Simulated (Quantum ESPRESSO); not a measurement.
# CsPbCl3 (Pm-3m): zone-centre phonons, part 2 of 3

Which modes does CsPbCl3 (Pm-3m) have at the zone centre?

Quantum ESPRESSO 7.5; DFT LDA, scalar-relativistic, plane waves, PseudoDojo norm-conserving pseudopotentials.

So far. Step 2 (A first look): A gap of 1.7 eV opens on this mesh, so the crystal is taken as an insulator; the start stands at -1.1 GPa. Step 4 (Ground state): The cell stands at -0.0060 GPa, close enough for phonons. The relaxed cell has a = 5.529 Å (conventional setting).

## Step 5: Zone-centre response

At q = 0 one unit cell holds all displacements; symmetry groups them into irreducible representations that are solved one by one. The response to a field gives ε∞ and the Born charges, which polar modes need.

Contents of ph.in:

```
phonons
&INPUTPH
  prefix = 'x'
  outdir = './tmp'
  fildyn = 'g.dyn'
  tr2_ph = 1.0d-18
  epsil  = .true.
/
0.000000000000 0.000000000000 0.000000000000
```

Started as:

```console
$ OMP_NUM_THREADS=1 mpirun -n 4 ph.x -nk 4 -in ph.in > ph.out
```

The program printed:

```text
[banners, grids, parts of the stress and lines that vanish by symmetry left out]
[banner, memory and clock lines left out]
Program PHONON v.7.5

     ./tmp/x.save/

     IMPORTANT: XC functional enforced from input :
     Exchange-correlation= PW
                           (   1   4   0   0   0   0   0)
     Any further DFT definition will be discarded
     Please, verify this is what you really want

     G-vector sticks info

     Reading collected, re-writing distributed wavefunctions in ./tmp/

     Number and degeneracy of irreps per q-point
       N         xq(1)         xq(2)         xq(3)   N irreps
       1   0.000000000   0.000000000   0.000000000       5
        3   3   3   3   3

     Calculation of q =    0.0000000   0.0000000   0.0000000

     phonons

     bravais-lattice index     =            1
     lattice parameter (alat)  =      10.4483  a.u.
     unit-cell volume          =    1140.6018 (a.u.)^3
     number of atoms/cell      =            5
     number of atomic types    =            3
     kinetic-energy cut-off    =      62.0000  Ry
     charge density cut-off    =     248.0000  Ry
     convergence threshold     =      1.0E-18
     beta                      =       0.7000
     number of iterations used =            4
     Exchange-correlation= PW
                           (   1   4   0   0   0   0   0)

     celldm(1)=   10.44828  celldm(2)=    0.00000  celldm(3)=    0.00000
     celldm(4)=    0.00000  celldm(5)=    0.00000  celldm(6)=    0.00000

     crystal axes: (cart. coord. in units of alat)
               a(1) = (  1.0000  0.0000  0.0000 )
               a(2) = (  0.0000  1.0000  0.0000 )
               a(3) = (  0.0000  0.0000  1.0000 )

     reciprocal axes: (cart. coord. in units 2 pi/alat)
               b(1) = (  1.0000  0.0000  0.0000 )
               b(2) = (  0.0000  1.0000  0.0000 )
               b(3) = (  0.0000  0.0000  1.0000 )

     Atoms inside the unit cell:

     Cartesian axes

     site n.  atom      mass           positions (alat units)
        1  Cs    132.9055   tau(    1) = (    0.00000    0.00000    0.00000  )
        2  Pb    207.2000   tau(    2) = (    0.50000    0.50000    0.50000  )
        3  Cl     35.4500   tau(    3) = (    0.50000    0.50000    0.00000  )
        4  Cl     35.4500   tau(    4) = (    0.00000    0.50000    0.50000  )
        5  Cl     35.4500   tau(    5) = (    0.50000    0.00000    0.50000  )

     Computing dynamical matrix for
                    q = (   0.0000000   0.0000000   0.0000000 )

     49 Sym.Ops. (with q -> -q+G )

     G cutoff =  685.7745  (  75037 G-vectors)     FFT grid: ( 54, 54, 54)
     number of k points=    10
                       cart. coord. in units 2pi/alat
        k(    1) = (   0.0000000   0.0000000   0.0000000), wk =   0.0312500
        k(    2) = (   0.0000000   0.0000000   0.2500000), wk =   0.1875000
        k(    3) = (   0.0000000   0.0000000  -0.5000000), wk =   0.0937500
        [... further k-points left out ...]

     PseudoPot. # 1 for Cs read from file:
     ./pseudo/Cs.upf
     Pseudo is Norm-conserving + core correction, Zval =  9.0

     PseudoPot. # 2 for Pb read from file:
     ./pseudo/Pb.upf
     Pseudo is Norm-conserving + core correction, Zval = 14.0

     PseudoPot. # 3 for Cl read from file:
     ./pseudo/Cl.upf
     Pseudo is Norm-conserving + core correction, Zval =  7.0

     Mode symmetry, O_h (m-3m)  point group:

     Electric field:
     Dielectric constant
     Born effective charges as d Force / d E

     Atomic displacements:
     There are    5 irreducible representations

     Representation     1      3 modes -  To be done

     Representation     2      3 modes -  To be done

     Representation     3      3 modes -  To be done

     Representation     4      3 modes -  To be done

     Representation     5      3 modes -  To be done

     Alpha used in Ewald sum =   2.3000

     Electric Fields Calculation

      iter #   1   av.it.:   6.7
      thresh= 1.000E-02 alpha_mix =  0.700 |ddv_scf|^2 =  1.608E-07

      [... iterations left out ...]
      iter #  11   av.it.:  13.3
      thresh= 1.499E-10 alpha_mix =  0.700 |ddv_scf|^2 =  3.631E-20

     End of electric fields calculation

          Dielectric constant in cartesian axis

          (       5.500531299       0.000000000       0.000000000 )
          (       0.000000000       5.500531299       0.000000000 )
          (       0.000000000       0.000000000       5.500531299 )

          Effective charges (d Force / dE) in cartesian axis without acoustic sum rule applied (asr)

           atom    1  Cs    Mean Z*:        1.31268
      Ex  (        1.31268        0.00000        0.00000 )
      Ey  (        0.00000        1.31268        0.00000 )
      Ez  (        0.00000        0.00000        1.31268 )
           atom    2  Pb    Mean Z*:        3.95766
      Ex  (        3.95766        0.00000        0.00000 )
      Ey  (        0.00000        3.95766        0.00000 )
      Ez  (        0.00000        0.00000        3.95766 )
           atom    3  Cl    Mean Z*:       -1.97404
      Ex  (       -0.53564        0.00000        0.00000 )
      Ey  (        0.00000       -0.53564        0.00000 )
      Ez  (        0.00000        0.00000       -4.85082 )
           atom    4  Cl    Mean Z*:       -1.97404
      Ex  (       -4.85082        0.00000        0.00000 )
      Ey  (        0.00000       -0.53564        0.00000 )
      Ez  (        0.00000        0.00000       -0.53564 )
           atom    5  Cl    Mean Z*:       -1.97404
      Ex  (       -0.53564        0.00000        0.00000 )
      Ey  (        0.00000       -4.85082        0.00000 )
      Ez  (        0.00000        0.00000       -0.53564 )

          Effective charges Sum: Mean:       -0.65177
             -0.65177        0.00000        0.00000
              0.00000       -0.65177        0.00000
              0.00000        0.00000       -0.65177

          Effective charges (d Force / dE) in cartesian axis with asr applied:
           atom    1  Cs    Mean Z*:        1.44303
      E*x (        1.44303        0.00000        0.00000 )
      E*y (        0.00000        1.44303        0.00000 )
      E*z (        0.00000        0.00000        1.44303 )
           atom    2  Pb    Mean Z*:        4.08801
      E*x (        4.08801        0.00000        0.00000 )
      E*y (        0.00000        4.08801        0.00000 )
      E*z (        0.00000        0.00000        4.08801 )
           atom    3  Cl    Mean Z*:       -1.84368
      E*x (       -0.40529        0.00000        0.00000 )
      E*y (        0.00000       -0.40529        0.00000 )
      E*z (        0.00000        0.00000       -4.72047 )
           atom    4  Cl    Mean Z*:       -1.84368
      E*x (       -4.72047        0.00000        0.00000 )
      E*y (        0.00000       -0.40529        0.00000 )
      E*z (        0.00000        0.00000       -0.40529 )
           atom    5  Cl    Mean Z*:       -1.84368
      E*x (       -0.40529        0.00000        0.00000 )
      E*y (        0.00000       -4.72047        0.00000 )
      E*z (        0.00000        0.00000       -0.40529 )

     Representation #   1 modes #   1   2   3

     Self-consistent Calculation

      iter #   1   av.it.:   6.1
      thresh= 1.000E-02 alpha_mix =  0.700 |ddv_scf|^2 =  1.103E-07

      [... iterations left out ...]
      iter #   9   av.it.:  14.4
      thresh= 4.181E-10 alpha_mix =  0.700 |ddv_scf|^2 =  4.719E-19

     End of self-consistent calculation

     Convergence has been achieved

     Representation #   2 modes #   4   5   6

     Self-consistent Calculation

      iter #   1   av.it.:   6.8
      thresh= 1.000E-02 alpha_mix =  0.700 |ddv_scf|^2 =  1.000E-06

      [... iterations left out ...]
      iter #  10   av.it.:  14.0
      thresh= 1.099E-10 alpha_mix =  0.700 |ddv_scf|^2 =  1.354E-19

     End of self-consistent calculation

     Convergence has been achieved

     Representation #   3 modes #   7   8   9

     Self-consistent Calculation

      iter #   1   av.it.:   4.5
      thresh= 1.000E-02 alpha_mix =  0.700 |ddv_scf|^2 =  9.144E-08

      [... iterations left out ...]
      iter #   9   av.it.:  13.5
      thresh= 2.928E-10 alpha_mix =  0.700 |ddv_scf|^2 =  1.303E-19

     End of self-consistent calculation

     Convergence has been achieved

     Representation #   4 modes #  10  11  12

     Self-consistent Calculation

      iter #   1   av.it.:   6.1
      thresh= 1.000E-02 alpha_mix =  0.700 |ddv_scf|^2 =  2.611E-07

      [... iterations left out ...]
      iter #  10   av.it.:  13.5
      thresh= 1.735E-10 alpha_mix =  0.700 |ddv_scf|^2 =  1.035E-19

     End of self-consistent calculation

     Convergence has been achieved

     Representation #   5 modes #  13  14  15

     Self-consistent Calculation

      iter #   1   av.it.:   5.3
      thresh= 1.000E-02 alpha_mix =  0.700 |ddv_scf|^2 =  5.745E-08

      [... iterations left out ...]
      iter #   7   av.it.:  14.2
      thresh= 3.121E-10 alpha_mix =  0.700 |ddv_scf|^2 =  4.692E-20

     End of self-consistent calculation

     Convergence has been achieved

     Number of q in the star =    1
     List of q in the star:
          1   0.000000000   0.000000000   0.000000000

          Dielectric constant in cartesian axis

          (       5.500531299       0.000000000       0.000000000 )
          (       0.000000000       5.500531299       0.000000000 )
          (       0.000000000       0.000000000       5.500531299 )

          Effective charges (d Force / dE) in cartesian axis without acoustic sum rule applied (asr)

           atom    1  Cs    Mean Z*:        1.31268
      Ex  (        1.31268        0.00000        0.00000 )
      Ey  (        0.00000        1.31268        0.00000 )
      Ez  (        0.00000        0.00000        1.31268 )
           atom    2  Pb    Mean Z*:        3.95766
      Ex  (        3.95766        0.00000        0.00000 )
      Ey  (        0.00000        3.95766        0.00000 )
      Ez  (        0.00000        0.00000        3.95766 )
           atom    3  Cl    Mean Z*:       -1.97404
      Ex  (       -0.53564        0.00000        0.00000 )
      Ey  (        0.00000       -0.53564        0.00000 )
      Ez  (        0.00000        0.00000       -4.85082 )
           atom    4  Cl    Mean Z*:       -1.97404
      Ex  (       -4.85082        0.00000        0.00000 )
      Ey  (        0.00000       -0.53564        0.00000 )
      Ez  (        0.00000        0.00000       -0.53564 )
           atom    5  Cl    Mean Z*:       -1.97404
      Ex  (       -0.53564        0.00000        0.00000 )
      Ey  (        0.00000       -4.85082        0.00000 )
      Ez  (        0.00000        0.00000       -0.53564 )

          Effective charges Sum: Mean:       -0.65177
             -0.65177        0.00000        0.00000
              0.00000       -0.65177        0.00000
              0.00000        0.00000       -0.65177

          Effective charges (d Force / dE) in cartesian axis with asr applied:
           atom    1  Cs    Mean Z*:        1.44303
      E*x (        1.44303        0.00000        0.00000 )
      E*y (        0.00000        1.44303        0.00000 )
      E*z (        0.00000        0.00000        1.44303 )
           atom    2  Pb    Mean Z*:        4.08801
      E*x (        4.08801        0.00000        0.00000 )
      E*y (        0.00000        4.08801        0.00000 )
      E*z (        0.00000        0.00000        4.08801 )
           atom    3  Cl    Mean Z*:       -1.84368
      E*x (       -0.40529        0.00000        0.00000 )
      E*y (        0.00000       -0.40529        0.00000 )
      E*z (        0.00000        0.00000       -4.72047 )
           atom    4  Cl    Mean Z*:       -1.84368
      E*x (       -4.72047        0.00000        0.00000 )
      E*y (        0.00000       -0.40529        0.00000 )
      E*z (        0.00000        0.00000       -0.40529 )
           atom    5  Cl    Mean Z*:       -1.84368
      E*x (       -0.40529        0.00000        0.00000 )
      E*y (        0.00000       -4.72047        0.00000 )
      E*z (        0.00000        0.00000       -0.40529 )

     Diagonalizing the dynamical matrix

     q = (    0.000000000   0.000000000   0.000000000 )

 **************************************************************************
     freq (    1) =      -1.120293 [THz] =     -37.368957 [cm-1]
     freq (    2) =      -1.120293 [THz] =     -37.368957 [cm-1]
     freq (    3) =      -1.120293 [THz] =     -37.368957 [cm-1]
     freq (    4) =      -1.013000 [THz] =     -33.790049 [cm-1]
     freq (    5) =      -1.013000 [THz] =     -33.790049 [cm-1]
     freq (    6) =      -1.013000 [THz] =     -33.790049 [cm-1]
     freq (    7) =       0.030148 [THz] =       1.005634 [cm-1]
     freq (    8) =       0.030148 [THz] =       1.005634 [cm-1]
     freq (    9) =       0.030148 [THz] =       1.005634 [cm-1]
     freq (   10) =       1.055950 [THz] =      35.222688 [cm-1]
     freq (   11) =       1.055950 [THz] =      35.222688 [cm-1]
     freq (   12) =       1.055950 [THz] =      35.222688 [cm-1]
     freq (   13) =       4.817880 [THz] =     160.707175 [cm-1]
     freq (   14) =       4.817880 [THz] =     160.707175 [cm-1]
     freq (   15) =       4.817880 [THz] =     160.707175 [cm-1]
 **************************************************************************

     Mode symmetry, O_h (m-3m)  point group:

     freq (   1-   3) =        -37.4  [cm-1]   --> T_1u G_15  G_4- I
     freq (   4-   6) =        -33.8  [cm-1]   --> T_2u G_25  G_5-
     freq (   7-   9) =          1.0  [cm-1]   --> T_1u G_15  G_4- I
     freq (  10-  12) =         35.2  [cm-1]   --> T_1u G_15  G_4- I
     freq (  13-  15) =        160.7  [cm-1]   --> T_1u G_15  G_4- I
```

The job ended after 12 min (4 MPI ranks of Intel Xeon at 2.70GHz, shared host; 47 min of CPU time).

This step gave:

```yaml
miss_of_the_charge_sum_rule: 0.6518 e
largest_acoustic_frequency_at_the_zone_centre_before_the_sum_rule: 1.01 cm⁻¹
highest_optical_zone_centre_mode_no_lo_to_term: 160.7 cm⁻¹
lowest_optical_zone_centre_mode: -37.37 cm⁻¹
mean_high_frequency_dielectric_constant: 5.500
largest_born_charge_in_size_third_of_the_trace: 3.958 e
```

Born charge (rows field, columns displacement), before the sum rule (e), principal values of the symmetric part by kind of site:

```csv
atom,atoms with these values,low,middle,high,mean
Cs1,1,1.31,1.31,1.31,1.31
Pb2,1,3.96,3.96,3.96,3.96
Cl3,3,-4.85,-0.54,-0.54,-1.97
```

In full for Cl3:

```
-0.54  0.00  0.00
 0.00 -0.54  0.00
 0.00  0.00 -4.85
```

High-frequency dielectric tensor:

```
5.50 0.00 0.00
0.00 5.50 0.00
0.00 0.00 5.50
```

The acoustic modes at Γ come out as far as 1.0 cm⁻¹ from zero, where they should vanish, a small numerical error; the Born charges miss their sum rule by 0.65 e, too much: mesh or cutoff is short for the field response. The lowest optical mode is imaginary, 37i cm⁻¹, an instability at this level and on this k mesh.

## Step 6: Modes with the sum rule

A rigid shift of the crystal must cost nothing, but grids and finite bases break this; the acoustic sum rule is imposed before the matrix is diagonalised again. With Born charges the intensities follow; a static dielectric tensor has no meaning with imaginary modes.

Contents of dynmat.in:

```
&INPUT
  fildyn = 'g.dyn'
  asr    = 'simple'
  fileig = 'dynmat.eig'
  lperm  = .true.
/
```

Started as:

```console
$ dynmat.x -in dynmat.in > dynmat.out
```

The program printed:

```text
[banner, memory and clock lines left out]
Program DYNMAT v.7.5

     Reading Dynamical Matrix from file g.dyn
     ...Force constants read
     ...epsilon and Z* read
     A direction for q was not specified:TO-LO splitting will be absent

     Polarizability (A^3 units)
     multiply by 0.399972 for Clausius-Mossotti correction
        60.532886    0.000000    0.000000
         0.000000   60.532886    0.000000
         0.000000    0.000000   60.532886

     IR activities are in (D/A)^2/amu units

# mode   [cm-1]    [THz]      IR
    1    -37.39   -1.1209    0.4907
    2    -37.39   -1.1209    0.4907
    3    -37.39   -1.1209    0.4907
    4    -33.81   -1.0135    0.0000
    5    -33.81   -1.0135    0.0000
    6    -33.81   -1.0135    0.0000
    7      0.00    0.0000    0.0000
    8      0.00    0.0000    0.0000
    9      0.00    0.0000    0.0000
   10     35.21    1.0554    0.0679
   11     35.21    1.0554    0.0679
   12     35.21    1.0554    0.0679
   13    160.70    4.8177   16.3794
   14    160.70    4.8177   16.3794
   15    160.70    4.8177   16.3794

Electronic dielectric permittivity tensor (relative, adimensional)
         5.500531    0.000000    0.000000
         0.000000    5.500531    0.000000
         0.000000    0.000000    5.500531

 ... with zone-center polar mode contributions
        14.194754    0.000000   -0.000000
         0.000000   14.194754   -0.000000
        -0.000000   -0.000000   14.194754

[end of the log left out, with the tail of the file of modes that dynmat.x writes under the same name]
```

Run time: 0.75 s. Hardware: 1 thread.

This step gave:

* lowest optical zone-centre mode: -37.39 cm⁻¹

Unit eigenvectors of the mass-weighted matrix after the sum rule; no LO-TO term. The modes at Γ (shares of kinetic energy by element, %) (negative means imaginary):

```csv
mode,frequency (cm⁻¹),Cs %,Pb %,Cl %
1,-37.4,32,0,68
2,-37.4,32,0,68
3,-37.4,32,0,68
4,-33.8,0,0,100
5,-33.8,0,0,100
6,-33.8,0,0,100
7,0.0,30,46,24
8,0.0,30,46,24
9,0.0,30,46,24
10,35.2,38,40,22
11,35.2,38,40,22
12,35.2,38,40,22
13,160.7,0,14,86
14,160.7,0,14,86
15,160.7,0,14,86
```

Displacements in mode 2 (-37.4 cm⁻¹), the largest set to 1:
```
Cs1 -0.01  0.01 -0.50
Pb2  0.00  0.00 -0.02
Cl3  0.02 -0.02 -0.02
Cl4  0.00 -0.02  1.00
Cl5  0.02  0.00  1.00
```

Displacements in mode 6 (-33.8 cm⁻¹), the largest set to 1:
```
Cs1  0.00  0.00  0.00
Pb2  0.00  0.00  0.00
Cl3  0.01  0.00  0.00
Cl4  0.00  0.00  1.00
Cl5 -0.01  0.00 -1.00
```

Degenerate modes summed, no LO-TO term; imaginary modes left out. Lines of the infrared spectrum (strongest = 100):

```csv
position (cm⁻¹),lines merged,"IR intensity, relative"
35,3,0.4
161,3,100
```

The rule moves no optical mode by more than 0.1 cm⁻¹.

(Continued in part 3 of 3.)

[Host names and launcher messages were left out of these logs when they were recorded.]

[Logs are printed without paths, hosts, clocks, repeated set-up lines and the standing remarks that a program may print on its own settings, such as how far it seeks lower states.]

[Hosts, paths, dates, database ids (printed as entryN), source tags and the programs' standing remarks are cut or masked in the printed files.]
